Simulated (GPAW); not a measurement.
# Ta2N(OH)2 MXene monolayer: work function by functional and basis, part 2 of 2

How far do functional and basis move the work function of Ta2N(OH)2 MXene monolayer?

GPAW 26.7.0; GPAW, PAW setups; layer in a repeated cell with vacuum, relaxation of atoms and in-plane cell (the session's first sound run).

So far, upper work function (eV): step 3 (the slab's potential, PBE, GPAW) 2.86; step 4 (revPBE) 2.74; step 5 (GPAW, PAW setups) 3.38.

## Step 6: Self-consistent run: xc = "LDA"

Level of this step: GPAW, PAW setups; slab in vacuum (GPAW).

The same geometry under LDA, to see how far the functional moves the levels against the vacuum.

The input, run.py:

```python
import json
import numpy as np
from ase import Atoms
from gpaw import GPAW, PW

slab = Atoms(
    ['H', 'O', 'Ta', 'N', 'Ta', 'O', 'H'],
    positions=[
        [0.00000, 1.85495, 8.00000],
        [-0.00000, 1.85495, 8.98729],
        [1.60643, 0.92747, 10.29964],
        [0.00000, 0.00000, 11.36012],
        [-0.00000, 1.85495, 12.42061],
        [1.60643, 0.92747, 13.73297],
        [1.60643, 0.92747, 14.72026]],
    cell=[[3.21286, 0.0, 0.0], [-1.60643, 2.78242, 0.0], [0.0, 0.0, 22.7203]],
    pbc=[True, True, False])

slab.calc = GPAW(mode=PW(500), xc='LDA', kpts={'size': (12, 12, 1), 'gamma': True},
                 occupations={'name': 'fermi-dirac', 'width': 0.05}, nbands='160%',
                 convergence={'density': 1e-05}, maxiter=200,
                 poissonsolver={'dipolelayer': 'xy'},
                 symmetry={'tolerance': 1e-3}, txt='slab.txt')
result = {}
energy = slab.get_potential_energy()
fermi = slab.calc.get_fermi_level()
v = slab.calc.get_electrostatic_potential().mean((0, 1)) - fermi
n = slab.calc.get_pseudo_density().mean((0, 1))
L = slab.cell[2, 2]
z = np.arange(len(v)) * L / len(v)
low, high = slab.positions[:, 2].min(), slab.positions[:, 2].max()
below, above = np.interp([low - 5.8, high + 5.8], z, v)
slopes = [np.interp(x, z, np.gradient(v, z)) for x in (low - 5.8, high + 5.8)]
eps = np.array([[slab.calc.get_eigenvalues(k, s) for k in range(len(slab.calc.get_ibz_k_points()))]
                for s in range(slab.calc.get_number_of_spins())]) - fermi
top, bottom = eps[eps < 0].max(), eps[eps > 0].min()
dipole = slab.get_dipole_moment()[2]
print(f'energy {energy:.4f} eV, Fermi level {fermi:.4f} eV, dipole {dipole:.5f} e A')
print(f'potential 5.8 A off the faces, from the Fermi level: lower {below:.4f} eV, upper {above:.4f} eV')
print(f'slope of the potential there: lower {slopes[0]:.5f}, upper {slopes[1]:.5f} eV/A')
print(f'nearest levels on the mesh: {top:.4f} and {bottom:.4f} eV')
print('magnetic moment', round(slab.get_magnetic_moment(), 3))
result.update(energy=energy, fermi=fermi, dipole=dipole, below=below, above=above, slopes=slopes, edges=[top, bottom],
              z=z.tolist(), v=v.tolist(), n=n.tolist(), positions=slab.positions.tolist(),
              forces=slab.get_forces(apply_constraint=False).tolist(), moments=slab.get_magnetic_moments().tolist())
json.dump(result, open('result.json', 'w'))
```

Command:

```sh
OMP_NUM_THREADS=1 OPENBLAS_NUM_THREADS=1 python run.py
```

The program printed:

```text
energy -56.1778 eV, Fermi level 1.5558 eV, dipole -0.00080 e A
potential 5.8 A off the faces, from the Fermi level: lower 3.0250 eV, upper 3.0406 eV
slope of the potential there: lower -0.00146, upper 0.00146 eV/A
nearest levels on the mesh: -0.0474 and 0.0902 eV
magnetic moment 0.0
```

Elapsed: 1.8 min, on 1 thread of Arm Neoverse V1, shared host; peak memory 0.28 GiB.

Numbers from this step:

- levels nearest the Fermi level on the mesh: -0.04738, 0.09017 eV from the Fermi level
- upper work function: 3.041 eV
- lower work function: 3.025 eV

The electrostatic potential energy of an electron (without an applied field's), less the Fermi level, planar mean by z:

z (Å), electrostatic potential energy of an electron (without an applied field's), less the Fermi level, planar mean (eV) and a bar from the least value:
```
      0.0        3.0 ##############################
      0.5        3.0 ##############################
      1.0        3.0 ##############################
      1.5        3.0 ##############################
      2.0        3.0 ##############################
      2.5        3.0 ##############################
      3.0        3.0 ##############################
      3.5        3.0 ##############################
      4.0        3.0 ##############################
      4.5        3.0 ##############################
      5.0        3.0 ##############################
      5.5        2.9 ##############################
      6.0        2.8 ##############################
      6.5        2.5 #############################
      7.0        2.0 #############################
      7.5        0.9 ############################
      8.0       -1.1 #########################
      8.5       -1.4 #########################
      9.0      -10.7 ##############
      9.5       -7.8 ##################
     10.0      -19.2 #####
     10.5      -21.8 ##
     11.0      -13.0 ############
     11.5      -15.1 #########
     12.0      -16.8 ########
     12.5      -23.4 
     13.0      -11.6 #############
     13.5       -8.6 #################
     14.0       -5.3 #####################
     14.5       -0.5 ##########################
     15.0        0.0 ###########################
     15.5        1.6 ############################
     16.0        2.3 #############################
     16.5        2.7 ##############################
     17.0        2.9 ##############################
     17.5        3.0 ##############################
     18.0        3.0 ##############################
     18.5        3.0 ##############################
     19.0        3.0 ##############################
     19.5        3.0 ##############################
     20.0        3.0 ##############################
     20.5        3.0 ##############################
     21.0        3.0 ##############################
     21.5        3.0 ##############################
     22.0        3.0 ##############################
     22.5        3.0 ##############################
```

The upper face's work function is 3.041 eV, against 2.856 eV in the first plane-wave PBE run at this geometry.

## Step 7: Self-consistent run: xc = "RPBE"

The same geometry under RPBE, to see how far the functional moves the levels against the vacuum.

run.py, as its differences from that of step 6:

```diff
@@ -18,3 +18,3 @@
 
-slab.calc = GPAW(mode=PW(500), xc='LDA', kpts={'size': (12, 12, 1), 'gamma': True},
+slab.calc = GPAW(mode=PW(500), xc='RPBE', kpts={'size': (12, 12, 1), 'gamma': True},
                  occupations={'name': 'fermi-dirac', 'width': 0.05}, nbands='160%',
```

The program printed:

```text
energy -48.1755 eV, Fermi level 1.9704 eV, dipole -0.00080 e A
potential 5.8 A off the faces, from the Fermi level: lower 2.7129 eV, upper 2.7284 eV
slope of the potential there: lower -0.00206, upper 0.00206 eV/A
nearest levels on the mesh: -0.0321 and 0.0603 eV
magnetic moment 0.0
```

Elapsed: 1.9 min, on 1 thread; peak memory 0.28 GiB.

This step gave:

```yaml
levels_nearest_the_fermi_level_on_the_mesh: -0.03206, 0.06028 eV from the Fermi level
upper_work_function: 2.728 eV
lower_work_function: 2.713 eV
```

The upper face's work function is 2.728 eV, against 2.856 eV in the first plane-wave PBE run at this geometry.

## Step 8: OptPBE vdW: xc = "optPBE-vdW"

The same geometry under optPBE-vdW, to see how far the functional moves the levels against the vacuum (the van der Waals functionals take revPBE setups).

run.py, as its differences from that of step 7:

```diff
@@ -18,3 +18,3 @@
 
-slab.calc = GPAW(mode=PW(500), xc='RPBE', kpts={'size': (12, 12, 1), 'gamma': True},
+slab.calc = GPAW(mode=PW(500), xc='optPBE-vdW', kpts={'size': (12, 12, 1), 'gamma': True},
                  occupations={'name': 'fermi-dirac', 'width': 0.05}, nbands='160%',
```

The program printed:

```text
energy -91.2496 eV, Fermi level 1.6648 eV, dipole -0.00080 e A
potential 5.8 A off the faces, from the Fermi level: lower 3.0517 eV, upper 3.0673 eV
slope of the potential there: lower -0.00208, upper 0.00208 eV/A
nearest levels on the mesh: -0.0305 and 0.0628 eV
magnetic moment 0.0
```

Wall time 2.1 min (1 thread); peak memory 0.48 GiB.

This step gave:

| Property | Result |
| --- | --- |
| dipole along the normal | -7.98e-4 e·Å |
| levels nearest the Fermi level on the mesh | -0.03050, 0.06279 eV from the Fermi level |
| upper work function | 3.067 eV |
| lower work function | 3.052 eV |

The electrostatic potential energy of an electron (without an applied field's), less the Fermi level, planar mean oscillates, so the rows of the table below give means over windows of 1.61 Å about each position, cut where the curve ends. Its maxima inside the range that stand out by 2 % of the span (Å: eV): 8.3: -0.644, 9.4: -7.64, 11.0: -13.3, 11.7: -13.3, 13.3: -7.63, 14.4: -0.630. Its minima: 8.0: -1.32, 9.0: -11.0, 10.3: -24.2, 11.4: -16.8, 12.4: -24.2, 13.7: -11.0, 14.7: -1.31.

Table of electrostatic potential energy of an electron (without an applied field's), less the Fermi level, planar mean by z; means over each step:

z (Å), electrostatic potential energy of an electron (without an applied field's), less the Fermi level, planar mean (eV) and a bar from the least value:
```
     0.81        3.1 ##############################
     2.42        3.1 ##############################
     4.02        3.0 ##############################
     5.63        2.8 ##############################
     7.24        1.1 ###########################
     8.85       -6.0 #################
    10.46      -18.0 #
    12.07      -18.4 
    13.68       -7.3 ###############
    15.29        0.7 ###########################
    16.90        2.8 ##############################
    18.51        3.0 ##############################
    20.12        3.1 ##############################
    21.73        3.1 ##############################
```

The upper face's work function is 3.067 eV, against 2.856 eV in the first plane-wave PBE run at this geometry.

## Step 9: Real-space grid: mode = "fd"

A real-space grid is a second complete basis, so it checks the plane-wave result.

run.py, as its differences from that of step 8:

```diff
@@ -3,3 +3,3 @@
 from ase import Atoms
-from gpaw import GPAW, PW
+from gpaw import GPAW
 
@@ -18,3 +18,3 @@
 
-slab.calc = GPAW(mode=PW(500), xc='optPBE-vdW', kpts={'size': (12, 12, 1), 'gamma': True},
+slab.calc = GPAW(mode='fd', h=0.18, xc='PBE', kpts={'size': (12, 12, 1), 'gamma': True},
                  occupations={'name': 'fermi-dirac', 'width': 0.05}, nbands='160%',
```

The program printed:

```text
energy -52.4982 eV, Fermi level -2.8292 eV, dipole -0.00077 e A
potential 5.8 A off the faces, from the Fermi level: lower 2.8211 eV, upper 2.8366 eV
slope of the potential there: lower -0.00071, upper 0.00071 eV/A
nearest levels on the mesh: -0.0395 and 0.0715 eV
magnetic moment 0.0
```

Wall time 3.9 min (1 thread); peak memory 0.71 GiB.

This step gave:

```
dipole along the normal                    : -7.74e-4 e·Å
levels nearest the Fermi level on the mesh : -0.03946, 0.07147 eV from the Fermi level
upper work function                        : 2.837 eV
lower work function                        : 2.821 eV
```

The upper face's work function is 2.837 eV, against 2.856 eV in the first plane-wave PBE run at this geometry.

## Step 10: Atomic orbitals: mode = "lcao"

Atom-centred orbitals end a few angstrom from the surface, which tests how much the density's tail matters.

run.py, as its differences from that of step 9:

```diff
@@ -18,4 +18,4 @@
 
-slab.calc = GPAW(mode='fd', h=0.18, xc='PBE', kpts={'size': (12, 12, 1), 'gamma': True},
-                 occupations={'name': 'fermi-dirac', 'width': 0.05}, nbands='160%',
+slab.calc = GPAW(mode='lcao', basis='dzp', h=0.18, xc='PBE', kpts={'size': (12, 12, 1), 'gamma': True},
+                 occupations={'name': 'fermi-dirac', 'width': 0.05}, nbands='120%',
                  convergence={'density': 1e-05}, maxiter=200,
```

The program printed:

```text
energy -49.2935 eV, Fermi level -1.8259 eV, dipole -0.00078 e A
potential 5.8 A off the faces, from the Fermi level: lower 1.8181 eV, upper 1.8336 eV
slope of the potential there: lower 0.00000, upper 0.00000 eV/A
nearest levels on the mesh: -0.0025 and 0.0536 eV
magnetic moment 0.0
```

It took 4.4 min on 1 thread; peak memory 0.33 GiB.

This step gave:

* dipole along the normal: -7.75e-4 e·Å
* levels nearest the Fermi level on the mesh: -0.002543, 0.05355 eV from the Fermi level
* upper work function: 1.834 eV
* lower work function: 1.818 eV

The electrostatic potential energy of an electron (without an applied field's), less the Fermi level, planar mean oscillates, so the rows of the table below give means over windows of 1.6 Å about each position, cut where the curve ends. Its maxima inside the range that stand out by 2 % of the span (Å: eV): 8.3: -0.722, 9.4: -7.70, 11.0: -13.6, 11.7: -13.6, 13.3: -7.69, 14.4: -0.707. Its minima: 8.0: -1.51, 9.1: -11.0, 10.3: -24.4, 11.4: -17.1, 12.4: -24.4, 13.7: -11.0, 14.7: -1.50.

The electrostatic potential energy of an electron (without an applied field's), less the Fermi level, planar mean by z; means over each step:

z (Å), electrostatic potential energy of an electron (without an applied field's), less the Fermi level, planar mean (eV) and a bar from the least value:
```
     0.80        1.8 ##############################
     2.40        1.8 ##############################
     4.00        1.8 ##############################
     5.60        1.8 ##############################
     7.20        0.7 ############################
     8.80       -5.7 ###################
    10.40      -18.0 #
    12.00      -18.6 
    13.60       -8.2 ###############
    15.20        0.2 ############################
    16.80        1.8 ##############################
    18.40        1.8 ##############################
    20.00        1.8 ##############################
    21.60        1.8 ##############################
```

The upper face's work function is 1.834 eV, against 2.856 eV in the first plane-wave PBE run at this geometry.

## Step 11: The ladder

Times are for 1 thread of Arm Neoverse V1, shared host. The series side by side:

```tsv
no.	run	upper work function (eV)	lower work function (eV)	time	memory (GiB)
1	pw	2.856	2.841	1.8 min	0.28
2	revPBE	2.736	2.720	1.8 min	0.28
3	vdW DF2	3.379	3.363	2.3 min	0.48
4	LDA	3.041	3.025	1.8 min	0.28
5	RPBE	2.728	2.713	1.9 min	0.28
6	optPBE vdW	3.067	3.052	2.1 min	0.48
7	fd	2.837	2.821	3.9 min	0.71
8	lcao	1.834	1.818	4.4 min	0.33
```

## Step 12: Side by side

Results and costs are gathered.

This step: comparison of work functions, dipole and cost (GPAW 26.7.0).

Ladder, by row:

```tsv
step	code	work function, upper (eV)	work function, lower (eV)	dipole (e Å)	wall time (s)	peak memory (GiB)	threads
pw	GPAW	2.856	2.841	-7.99e-4	110.1	0.28	1
revPBE	GPAW	2.736	2.72	-7.99e-4	110.8	0.28	1
vdW-DF2	GPAW	3.379	3.363	-7.99e-4	138.9	0.48	1
LDA	GPAW	3.041	3.025	-7.99e-4	109	0.28	1
RPBE	GPAW	2.728	2.713	-7.99e-4	112.4	0.28	1
optPBE-vdW	GPAW	3.067	3.052	-7.98e-4	128.2	0.48	1
fd	GPAW	2.837	2.821	-7.74e-4	236.5	0.71	1
lcao	GPAW	1.834	1.818	-7.75e-4	261.6	0.33	1
```

## Step 13: Outcome

```json
{
  "work function, upper and lower face": "2.856 and 2.841 eV",
  "dipole along the normal": "-8.0e-4 e Å"
}
```

**Reading.** With plane waves and PBE the work function is 2.86 eV on the upper face and 2.84 eV on the lower. Over the sound runs of the table the upper face's work function spans 1.834 (lcao) to 3.379 eV (vdW-DF2). Atomic orbitals miss the plane-wave value by -1.0 eV, since they describe the tail of the density in the vacuum poorly. The small printed dipole stands for a step of 16 meV from the lower to the upper face, and the probes find 16 meV; values this small are near the numerical noise of both. The cell holds an odd number of electrons, so without spin polarisation it must come out metallic and without a moment, whatever its true state. The layer's cell and atoms come from the relaxation; spin-orbit coupling and temperature are left out.

[Logs are printed without paths, hosts, clocks, repeated set-up lines and the standing remarks that a program may print on its own settings, such as how far it seeks lower states.]

[Hosts, paths, dates, database ids (printed as entryN), source tags and the programs' standing remarks are cut or masked in the printed files.]
